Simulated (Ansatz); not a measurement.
# CePbSe3 (model cell, started as cubic perovskite with Ce in the octahedra): the cell at rest

Wanted: the relaxed cell of CePbSe3 (model cell, started as cubic perovskite with Ce in the octahedra).

Method: DFT PBE, scalar-relativistic, plane waves, PAW; PAW set soft_1, in Ansatz 0.2.0.

Most raw output is cut from this account.

The structure was built from a prototype and need not be the compound's stable phase.

## 1. The structure

It takes space group Pm-3m (No. 221, cubic). The conventional cell has a = 5.586 Å, b = 5.586 Å, c = 5.586 Å, α = 90.00°, β = 90.00°, γ = 90.00°. Pb has 12 Se at 3.95 Å nearest. Nearest to Ce lie 6 Se at 2.79 Å. Nearest to Se lie 2 Ce at 2.79 Å. Farther neighbours and most contacts between anions are not listed.

## 2. A coarse first look

First a cheap look: the gap decides the mesh and the occupations, the pressure tells how far the cell has to move.

Input file input.yaml:

```yaml
crystal:
  lattice:
    - [5.586, 0.0, 0.0]
    - [0.0, 5.586, 0.0]
    - [0.0, 0.0, 5.586]
  atoms:
    - { symbol: Pb, position: [0.0, 0.0, 0.0] }
    - { symbol: Ce, position: [0.5, 0.5, 0.5] }
    - { symbol: Se, position: [0.5, 0.5, 0.0] }
    - { symbol: Se, position: [0.5, 0.0, 0.5] }
    - { symbol: Se, position: [0.0, 0.5, 0.5] }
kpoints:
  mp_grid: { grid: [4, 4, 4] }
hamiltonian:
  xc: pbe
  pseudopotentials: { kind: paw, azcp: { folder: soft_1 } }
scf:
  occupations: { method: gaussian, width: 0.1 }
output:
  forces: true
  stress: true
  eigenvalues: true
```

On the command line:

```console
$ ansatz run input.yaml --threads 4 --pin off --max-ram 16384MiB --backend cpu --events-out ev --progress --plain --runs-dir out
```

Elapsed: 2.8 s, on 4 threads of Arm Neoverse V2, shared host; peak memory 0.55 GiB.

Numbers from this step:

```yaml
pressure: -1.695 GPa
volume_per_atom: 34.86 Å³
gap_on_the_k_mesh: 0.2073 eV
direct_gap_on_mesh: 0.2931 eV
```

The coarse mesh shows a gap of 0.21 eV and a pressure of -1.7 GPa.

## 3. Relaxation

Harmonic phonons are second derivatives at a point where the forces vanish, and they are wanted at zero stress, so atoms and cell are relaxed first.

input.yaml, the sections that differ from step 2:

```yaml
kpoints:
  mp_grid: { grid: [6, 6, 6] }
scf:
  occupations: { method: gaussian, width: 0.01 }
output:
  forces: true
  stress: true
  eigenvalues: true
  write_density: true
  write_potential: true
  elf: true
  volumetric_format: npy
relax:
  adjacent_minimum: "off"
  f_tol: 0.005
  max_steps: 80
  cell: { stress_tol: 0.05 }
# crystal, hamiltonian: as in step 2
```

It took 14 s on 4 threads; peak memory 0.64 GiB.

Relaxation path:

```tsv
step	energy less that of the first step (eV)	largest force component (eV/Å)	pressure (GPa)	volume (Å³)
1	0.0000	0.0000	-1.69	174.30
2	-0.0380	0.0000	0.13	166.93
3	-0.0382	0.0000	-0.01	167.45
4*	-0.0377	0.0000	-0.01	167.45
```

Relaxation steps marked * repeat the geometry before them on a plane-wave basis chosen anew for their cell, so energy and pressure can jump there.

The run keeps the 48 symmetry operations that it works with, so distortions that break them were not tested.

```tsv
conventional cell, symmetrised	before	after	change
a (Å)	5.586	5.512	-1.3 %
b (Å)	5.586	5.512	-1.3 %
c (Å)	5.586	5.512	-1.3 %
volume (Å³/atom)	34.86	33.49	-3.9 %
```

This step gave:

```
pressure           : -0.008739 GPa
gap on the k-mesh  : 0.2067 eV
volume per atom    : 33.49 Å³
direct gap on mesh : 0.2928 eV
```

ELF in the ac plane at fractional y = 0.500, with atoms of Ce and Se within 0.2 Å of it. It is the smooth field of the valence electrons, not physical close to the nuclei.

Values, 14 rows by 15 columns, each cell a mean:
```
0.02 0.03 0.13 0.45 0.72 0.77 0.59 0.28 0.40 0.71 0.77 0.63 0.28 0.06 0.02
0.08 0.06 0.07 0.27 0.61 0.77 0.79 0.75 0.77 0.79 0.73 0.46 0.15 0.06 0.07
0.38 0.28 0.13 0.12 0.30 0.54 0.66 0.69 0.68 0.62 0.44 0.19 0.10 0.19 0.34
0.71 0.66 0.45 0.17 0.08 0.14 0.26 0.36 0.33 0.20 0.10 0.10 0.29 0.57 0.69
0.77 0.78 0.72 0.39 0.12 0.31 0.63 0.72 0.70 0.50 0.18 0.19 0.58 0.77 0.78
0.51 0.71 0.78 0.52 0.30 0.66 0.80 0.67 0.74 0.78 0.47 0.32 0.70 0.78 0.61
0.12 0.50 0.78 0.58 0.42 0.74 0.64 0.15 0.37 0.75 0.60 0.41 0.73 0.72 0.27
0.26 0.59 0.79 0.56 0.38 0.72 0.73 0.40 0.56 0.78 0.56 0.38 0.72 0.75 0.41
0.71 0.77 0.77 0.47 0.20 0.52 0.78 0.78 0.79 0.70 0.33 0.26 0.66 0.79 0.74
0.76 0.75 0.62 0.28 0.08 0.16 0.38 0.52 0.48 0.27 0.10 0.13 0.45 0.71 0.76
0.58 0.48 0.26 0.12 0.15 0.29 0.41 0.47 0.45 0.36 0.22 0.11 0.16 0.37 0.55
0.19 0.12 0.08 0.17 0.48 0.71 0.78 0.79 0.79 0.76 0.63 0.32 0.10 0.09 0.16
0.03 0.03 0.10 0.37 0.69 0.78 0.72 0.55 0.62 0.77 0.76 0.57 0.21 0.05 0.03
0.01 0.03 0.15 0.49 0.73 0.76 0.49 0.12 0.24 0.66 0.77 0.65 0.32 0.07 0.02
```
Columns run along a (5.5 Å), rows up along c (5.5 Å). Atoms in or near the plane, at fractional coordinates: Ce at (0.50, 0.50), Se at (0.50, 0.00), Se at (0.00, 0.50).

Valence density in the ac plane at fractional y = 0.500, with atoms of Ce and Se within 0.2 Å of it. It is the smooth field of the valence electrons, not physical close to the nuclei.

Values in e/Å³, 14 rows by 15 columns, each cell a mean:
```
 0  0  0  0  0  1  4 22 13  2  0  0  0  0  0
 0  0  0  0  0  0  1  2  1  1  0  0  0  0  0
 0  0  0  0  0  0  0  1  1  0  0  0  0  0  0
 0  0  0  0  0  0  0  0  0  0  0  0  0  0  0
 1  1  0  0  0  0  1  1  1  1  0  0  0  0  1
 6  2  1  0  0  1  2  2  2  1  1  0  0  1  4
44  9  1  0  1  1  2  2  2  2  1  0  1  2 23
22  5  1  0  0  1  2  2  2  2  1  0  1  2 12
 2  1  0  0  0  1  1  2  2  1  0  0  0  1  1
 0  0  0  0  0  0  0  1  1  0  0  0  0  0  0
 0  0  0  0  0  0  0  0  0  0  0  0  0  0  0
 0  0  0  0  0  0  1  1  1  0  0  0  0  0  0
 0  0  0  0  0  1  2  6  4  1  0  0  0  0  0
 0  0  0  0  0  1  7 44 24  3  1  0  0  0  0
```
Columns run along a (5.5 Å), rows up along c (5.5 Å). Atoms in or near the plane, at fractional coordinates: Ce at (0.50, 0.50), Se at (0.50, 0.00), Se at (0.00, 0.50).

Electrostatic potential energy in the ac plane at fractional y = 0.500, with atoms of Ce and Se within 0.2 Å of it. With pseudopotentials it is smooth inside the atoms' cores, unlike the true potential.

Values in eV, 14 rows by 15 columns, each cell a mean:
```
 11  11  11  11   7  -6  -4  10   5  -9   1   9  11  11  11
 11  11  11  11   9   2  -9 -10 -10  -4   6  10  11  12  11
 11  11  11  11  10   8   4   1   2   6   9  10  11  11  11
  8   9  10  10   8   6   3   0   1   4   7   9  10  10   8
 -7  -1   6   8   5  -2 -14 -20 -18  -8   2   7   8   3  -5
  0  -9  -4   5   0 -15 -29 -32 -31 -24  -7   4   2  -9  -5
 12   2  -8   2  -3 -22 -32 -33 -33 -29 -13   2  -2  -8  10
 10  -3  -7   3  -2 -20 -32 -33 -33 -28 -11   2   0 -10   5
-10  -9   1   6   3  -9 -23 -28 -27 -17  -2   5   5  -4 -10
  3   6   9   9   7   3  -4  -9  -7  -1   5   8   9   8   4
 10  11  11  11   9   7   5   3   4   6   8  10  11  11  10
 11  11  11  11  10   6  -2  -7  -5   2   8  11  11  11  11
 11  11  11  11   8  -3  -9   0  -5  -9   4  10  11  11  11
 11  11  11  11   6  -8   1  12  10  -8  -1   9  11  11  11
```
Columns run along a (5.5 Å; values clipped at the 3rd and 97th percentile), rows up along c (5.5 Å). Atoms in or near the plane, at fractional coordinates: Ce at (0.50, 0.50), Se at (0.50, 0.00), Se at (0.00, 0.50).

In this step the volume went from 34.86 to 33.49 Å³/atom.

## 4. Relaxing to small forces for the phonons

Phonons need a cell at rest on their own settings, so the relaxation is repeated with tight tolerances on forces and stress, using the mesh and the filling of the phonon run that follows.

input.yaml, the sections that differ from step 3:

```yaml
crystal:
  lattice:
    - [5.5117992162, 0.0, 0.0]
    - [0.0, 5.5117992162, 0.0]
    - [0.0, 0.0, 5.5117992162]
  atoms:
    - { symbol: Pb, position: [0.0, 0.0, 0.0] }
    - { symbol: Ce, position: [0.5, 0.5, 0.5] }
    - { symbol: Se, position: [0.5, 0.5, 0.0] }
    - { symbol: Se, position: [0.5, 0.0, 0.5] }
    - { symbol: Se, position: [0.0, 0.5, 0.5] }
output:
  forces: true
  stress: true
  eigenvalues: true
relax:
  adjacent_minimum: "off"
  f_tol: 0.001
  max_steps: 60
  cell: { stress_tol: 0.01 }
# kpoints, hamiltonian, scf: as in step 3
```

The job ended after 8.2 s (4 threads; peak memory 0.61 GiB).

Little changed from the start: no atom moved by 0.005 Å and no cell edge by 0.1 %.

This step gave:

| Item | Value |
| --- | --- |
| pressure | -0.008738 GPa |

The forces vanish by symmetry and the pressure is -0.009 GPa, within the tolerances set. The cell now holds 33.49 Å³/atom.

## 5. What came out

```
space group after relaxation (within 0.01 Å) : Pm-3m
lattice constant a                           : 5.512 Å
lattice constant b                           : 5.512 Å
lattice constant c                           : 5.512 Å
volume per atom                              : 33.5 Å³
gap on the k-mesh                            : 0.207 eV
```

What this shows: The forces vanish by symmetry and the pressure is -0.009 GPa, within the tolerances set. The cell now holds 33.49 Å³/atom. The relaxation keeps the symmetry of its start, so it says nothing on stability against lower symmetry. The runs are without spin polarisation, although Ce often carries a moment. The 4f shell is treated without a U, so valence and screening may be off. Spin-orbit coupling is left out, which can matter for the heavy elements here. The starting cell was built on a prototype and not taken from a measurement, so the phase need not exist.

[Logs are printed without paths, hosts, clocks, repeated set-up lines and the standing remarks that a program may print on its own settings, such as how far it seeks lower states.]

[Hosts, paths, dates, database ids (printed as entryN), source tags and the programs' standing remarks are cut or masked in the printed files.]
